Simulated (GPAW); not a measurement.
# Collinear magnetic orders of Fe3 on Mo4 110 with GPAW

A self-consistent run ends on one state, which hangs on the start. Several orders of Fe3 on Mo4 110 are started in GPAW and their energies compared.

Calculated with GPAW 26.7.0; PBE; plane waves with GPAW's PAW setups, scalar-relativistic.

### 1. The starting structure

The cell holds 7 atoms: 4 Mo and 3 Fe. Cell: a = 2.725 Å, b = 2.725 Å, c = 23.999 Å, α = 90.0°, β = 90.0°, γ = 109.5°. ideal sites on the substrate's mesh, layer spacings from atomic volumes, unrelaxed, 12 A of vacuum. Vacuum lies along c.

As a file:

```
Mo Fe
1.0
     1.57350   -2.22526    0.00000
     1.57350    2.22526    0.00000
     0.00000    0.00000   23.99930
Mo Fe
4 3
Direct
  0.00000 0.00000 0.25001
  0.50000 0.50000 0.34271
  0.00000 0.00000 0.43541
  0.50000 0.50000 0.52811
  0.00000 0.00000 0.60957
  0.50000 0.50000 0.67978
  0.00000 0.00000 0.74999
```

### 2. Start 1: ferro +++

The parallel start comes first: it fits the smallest cell, keeps the most symmetry and shows whether parallel moments form.

order1.py

```python
import json
import numpy as np
from ase import Atoms
from ase.parallel import paropen, parprint
from gpaw import GPAW

atoms = Atoms(['Mo', 'Mo', 'Mo', 'Mo', 'Fe', 'Fe', 'Fe'],
    cell=[[1.5735, -2.225265, 0.0],
         [1.5735, 2.225265, 0.0],
         [0.0, 0.0, 23.999299]],
    scaled_positions=[[0.0, 0.0, 0.250007],
         [0.5, 0.5, 0.34271],
         [0.0, 0.0, 0.435412],
         [0.5, 0.5, 0.528114],
         [0.0, 0.0, 0.609571],
         [0.5, 0.5, 0.679782],
         [0.0, 0.0, 0.749993]],
    pbc=True,
    magmoms=[0.0, 0.0, 0.0, 0.0, 2.6, 2.6, 2.6])
atoms.calc = GPAW(mode={'name': 'pw', 'ecut': 450},
    xc='PBE',
    kpts={'size': (18, 18, 1), 'gamma': True},
    occupations={'name': 'fermi-dirac', 'width': 0.05},
    convergence={'density': 1e-05, 'energy': 1e-05},
    maxiter=200,
    mixer={'name': 'pulay', 'beta': 0.03, 'nmaxold': 8, 'weight': 100},
    symmetry={'tolerance': 1e-4},
    txt='order1.txt')
e = atoms.get_potential_energy(force_consistent=True)
res = {'free_energy': e, 'energy_sigma0': atoms.get_potential_energy(), 'fermi_energy': atoms.calc.get_fermi_level()}
res['moments'] = atoms.get_magnetic_moments().tolist()
res['total'] = atoms.get_magnetic_moment()
parprint('site moments (muB):', np.round(res['moments'], 3))
parprint(f"total moment: {res['total']:.3f} muB")
parprint(f'free energy: {e:.6f} eV')
atoms.calc.write('order1.gpw')
with paropen('results.json', 'w') as f:
    json.dump(res, f)
```

Run with:

```
$ OMP_NUM_THREADS=1 mpirun -n 4 gpaw python order1.py > order1.log
```

Numbers of over 12 decimals in the logs are rounded to 6 here.

Log:

```text
site moments (muB): [ 0.006  0.004 -0.006 -0.096  2.154  2.437  2.799]
total moment: 7.380 muB
free energy: -69.116617 eV

--- order1.txt ---
Input parameters:
  mode=PW(ecut=450),
  convergence={'density': 1e-05, 'energy': 1e-05},
  kpts=MonkhorstPack(size=(18, 18, 1), gamma=True),
  maxiter=200,
  mixer=Pulay(name='pulay', nmaxold=8, beta=0.03, weight=100, sigma=0.015, g_ss=None),
  occupations=Occupations(name='fermi-dirac', width=0.05),
  symmetry=Symmetry(tolerance=0.0001),
  xc=XC(name='PBE')

Diagonalizing LCAO Hamiltonian
Converting LCAO to pw mode

       Fe

           Fe

       Fe

           Mo

       Mo

           Mo

       Mo

Atoms  # Å, Bohr magnetons
|   | symbol |        x |        y |         z |    initial magnetic moments |
|---|--------|----------|----------|-----------|-----------------------------|
| 0 |     Mo | 0.000000 | 0.000000 |  5.999993 | ( 0.0000,  0.0000,  0.0000) |
| 1 |     Mo | 1.573500 | 0.000000 |  8.224800 | ( 0.0000,  0.0000,  0.0000) |
| 2 |     Mo | 0.000000 | 0.000000 | 10.449583 | ( 0.0000,  0.0000,  0.0000) |
| 3 |     Mo | 1.573500 | 0.000000 | 12.674366 | ( 0.0000,  0.0000,  0.0000) |
| 4 |     Fe | 0.000000 | 0.000000 | 14.629277 | ( 0.0000,  0.0000,  2.6000) |
| 5 |     Fe | 1.573500 | 0.000000 | 16.314291 | ( 0.0000,  0.0000,  2.6000) |
| 6 |     Fe | 0.000000 | 0.000000 | 17.999306 | ( 0.0000,  0.0000,  2.6000) |

Unit cell  # Å
| periodic |        x |         y |         z |   lengths |     angles |
|----------|----------|-----------|-----------|-----------|------------|
|      yes | 1.573500 | -2.225265 |  0.000000 |  2.725382 |  90.000000 |
|      yes | 1.573500 |  2.225265 |  0.000000 |  2.725382 |  90.000000 |
|      yes | 0.000000 |  0.000000 | 23.999299 | 23.999299 | 109.471220 |

Number of symmetries: 4

BZ-sampling:
  Number of BZ points: 324
  Number of IBZ points: 91

  Monkhorst-Pack size: [18, 18, 1]
  Monkhorst-Pack shift: [0.027778, 0.027778, 0.0]

K-points  # in reciprocal-cell coordinates
|     |                                coordinates |     weight |
|-----|--------------------------------------------|------------|
|   0 | ( -0.00000000,  -0.00000000,   0.00000000) | 0.00308642 |
|   1 | (  0.05555556,  -0.05555556,   0.00000000) | 0.00617284 |
|   2 | (  0.05555556,  -0.00000000,   0.00000000) | 0.01234568 |
|   3 | (  0.05555556,   0.05555556,   0.00000000) | 0.00617284 |
|   4 | (  0.11111111,  -0.11111111,   0.00000000) | 0.00617284 |
|   5 | (  0.11111111,  -0.05555556,   0.00000000) | 0.01234568 |
|   6 | (  0.11111111,  -0.00000000,   0.00000000) | 0.01234568 |
|   7 | (  0.11111111,   0.05555556,   0.00000000) | 0.01234568 |
|   8 | (  0.11111111,   0.11111111,   0.00000000) | 0.00617284 |
|   9 | (  0.16666667,  -0.16666667,   0.00000000) | 0.00617284 |
| ... |                                            |            |
|  90 | (  0.50000000,   0.50000000,   0.00000000) | 0.00308642 |

Plane wave coefficients: 3706
Cutoff: 450.000000 eV

Spin-components: 2 (collinear spins)
Bands:           57
Projectors:      42
Spin-degeneracy: 1
Datatype:        complex128

Parallelization:
  kpt:    4
  domain: 1
  band:   1

Density:
  Valence electrons: 80.0
  Components: 2
  Grid points: [ 14  14 120]
  Charge: 0.0  # |e|

Potential:
  Grid points: [ 14  14 120]

species:
  Mo:
    name:    Molybdenum
    Z:       42.0
    valence: 14
    core:    28
    charge:  0.0  # [|e|]
    compensation charges:
      type: gauss
      rc: 0.38  # [Å]
      lmax: 2
    cutoffs:
      filter: 2.16  # [Å]
      core: 1.42  # [Å]
    projectors
    | kind |    occ | energy [eV] | rcut [Å] |
    |------|--------|-------------|----------|
    |   4s |  2.000 |     -64.307 |    1.238 |
    |   5s |  1.000 |      -4.084 |    1.238 |
    |   4p |  6.000 |     -38.491 |    1.296 |
    |   5p |  0.000 |      -1.044 |    1.296 |
    |   4d |  5.000 |      -3.754 |    1.296 |
    |    d |        |      23.458 |    1.296 |

    Using partial waves for Mo as LCAO basis

  Fe:
    name:    Iron
    Z:       26.0
    valence: 8
    core:    18
    charge:  0.0  # [|e|]
    compensation charges:
      type: gauss
      rc: 0.33  # [Å]
      lmax: 2
    cutoffs:
      filter: 2.06  # [Å]
      core: 2.67  # [Å]
    projectors
    | kind |    occ | energy [eV] | rcut [Å] |
    |------|--------|-------------|----------|
    |   4s |  2.000 |      -5.291 |    1.164 |
    |   4p |  0.000 |      -1.326 |    1.058 |
    |   3d |  6.000 |      -7.505 |    1.058 |
    |    s |        |      21.920 |    1.164 |
    |    p |        |      25.885 |    1.058 |
    |    d |        |      19.706 |    1.058 |

    Using partial waves for Fe as LCAO basis

Reference energy: -544394.654326  # eV

eigensolver:
  PPCG
  Converge bands: occupied
  niter=2

density mixing:
  Pulay-Mixer
  Linear mixing parameters: 0.03
  Old densities: 8
  Fourier metric: weight=100, sigma=0.015

occupation numbers:
  Fermi-Dirac:
    width: 0.0500  # eV

poisson solver:
  ecut: 3600.000000  # eV

xc functional:
  name: PBE with 2 nearest neighbor stencil

convergence criteria:
- Maximum integral of absolute [dens]ity change: 1e-05 electrons / valence electron
- Maximum [total energy] change in last 3 cyles: 1e-05 eV / valence electron
- Maximum integral of absolute [eigenst]ate change: 4e-08 eV^2 / valence electron
maximum number of iterations: 200

SCF iterations
|iter     |      energy | eigst |  dens |  magmom |
|---------|-------------|-------|-------|---------|
|iter:   1|       0s |  -76.291013 | +0.49 |       |  +7.8157|
|iter:   2|      13s | -109.236223 | -0.27 | -0.77 |  +7.7456|
|iter:   3|      25s |  -73.184982 | -0.94 | -0.45 |  +7.7279|
|iter:   4|      37s |  -72.403845 | -2.08 | -0.95 |  +7.7047|
|iter:   5|      50s |  -71.508435 | -2.19 | -0.98 |  +7.6632|
|iter:   6|      62s |  -69.539912 | -0.96 | -1.03 |  +7.4879|
|iter:   7|      74s |  -69.137188 | -1.73 | -1.25 |  +7.4361|
|iter:   8|      87s |  -69.020720 | -2.32 | -1.38 |  +7.4060|
|iter:   9|      99s |  -68.988069 | -2.35 | -1.47 |  +7.3795|
|iter:  10|     112s |  -68.978919 | -3.06 | -1.57 |  +7.3674|
[... 30 iterations left out ...]
|iter:  41|     490s |  -69.093139c| -7.82c| -4.34 |  +7.3781|
|iter:  42|     496s |  -69.093140c| -8.13c| -4.44 |  +7.3784|
|iter:  43|     502s |  -69.093142c| -7.96c| -4.49 |  +7.3787|
|iter:  44|     508s |  -69.093144c| -7.95c| -4.53 |  +7.3792|
|iter:  45|     514s |  -69.093145c| -8.20c| -4.60 |  +7.3794|
|iter:  46|     520s |  -69.093146c| -8.29c| -4.68 |  +7.3796|
|iter:  47|     526s |  -69.093146c| -8.39c| -4.78 |  +7.3798|
|iter:  48|     532s |  -69.093147c| -8.68c| -4.89 |  +7.3799|
|iter:  49|     539s |  -69.093147c| -8.41c| -4.96 |  +7.3800|
|iter:  50|     545s |  -69.093147c| -8.72c| -5.16c|  +7.3801|

Converged in 50 steps
Energy contributions relative to reference atoms: (reference = -544394.654326)

Energy contributions:
  Kinetic:         -25.933734
  Coulomb:           8.427452
  Zero:             -0.627006
  External:          0.000000
  Xc:              -50.936388
  Entropy:          -0.046941
  Spinorbit:         0.000000
  ----------------------------
  Free energy:     -69.116617
  Extrapolated:    -69.093147

dipole moment: (-38.871799, 0.000000, 0.044953)  # |e|*Ang

Total magnetic moment: (0.000000, 0.000000, 7.380060)

Local magnetic moments
|        x |        y |         z |
|----------|----------|-----------|
| 0.000000 | 0.000000 |  0.006060 |  # Mo   0
| 0.000000 | 0.000000 |  0.004044 |  # Mo   1
| 0.000000 | 0.000000 | -0.006317 |  # Mo   2
| 0.000000 | 0.000000 | -0.096260 |  # Mo   3
| 0.000000 | 0.000000 |  2.154408 |  # Fe   4
| 0.000000 | 0.000000 |  2.436770 |  # Fe   5
| 0.000000 | 0.000000 |  2.798577 |  # Fe   6

Fermi level: 5.343
Eigenvalues  # (at kpt = [-0.000, -0.000, 0.000])
| band index |      eig [eV] | occ [0-1] |      eig [eV] | occ [0-1] |
|------------|---------------|-----------|---------------|-----------|
|          0 |       -55.963 |     1.000 |       -55.964 |     1.000 |
|        ... |               |           |               |           |
|         34 |         3.563 |     1.000 |         4.993 |     0.999 |
|         35 |         3.799 |     1.000 |         5.174 |     0.967 |
|         36 |         3.824 |     1.000 |         5.310 |     0.658 |
|         37 |         3.881 |     1.000 |         5.565 |     0.012 |
|         38 |         3.892 |     1.000 |         5.836 |     0.000 |
|         39 |         3.953 |     1.000 |         6.164 |     0.000 |
|         40 |         4.163 |     1.000 |         6.167 |     0.000 |
|         41 |         4.407 |     1.000 |         6.229 |     0.000 |
|         42 |         4.459 |     1.000 |         6.250 |     0.000 |
|         43 |         4.515 |     1.000 |         6.501 |     0.000 |
|         44 |         5.217 |     0.925 |         6.569 |     0.000 |
|         45 |         5.218 |     0.924 |         6.689 |     0.000 |
|         46 |         6.128 |     0.000 |         6.723 |     0.000 |
|         47 |         6.196 |     0.000 |         6.749 |     0.000 |
|         48 |         6.558 |     0.000 |         7.007 |     0.000 |
|        ... |               |           |               |           |
|         56 |         7.622 |     0.000 |         7.965 |     0.000 |

No gap
No difference between direct/indirect transitions
```

The job ended after 9.4 min (4 MPI ranks of Arm Neoverse V2, shared host; peak memory 1.5 GiB).

Spin moment in the augmentation sphere by atom:

```
atom  spin moment in the augmentation sphere (μB)
 Mo1                                         0.01
 Mo2                                         0.00
 Mo3                                        -0.01
 Mo4                                        -0.10
 Fe5                                         2.15
 Fe6                                         2.44
 Fe7                                         2.80
```

This step gave:

| Item | Value |
| --- | --- |
| magnetization | 7.380 μB |
| final state | ferromagnetic |

After 50 cycles the largest moment stands at 2.80 μB.

(Continued in part 2 of 2.)

[Logs and program files are shortened in this print: banners, set-up blocks, solver, clock and traceback lines can be left out without a mark of their own.]

[Logs are printed without paths, hosts, clocks, repeated set-up lines and the standing remarks that a program may print on its own settings, such as how far it seeks lower states.]

[Hosts, paths, dates, database ids (printed as entryN), source tags and the programs' standing remarks are cut or masked in the printed files.]

[Where a cell is said to come from a database of computed structures, the database is the Materials Project.]
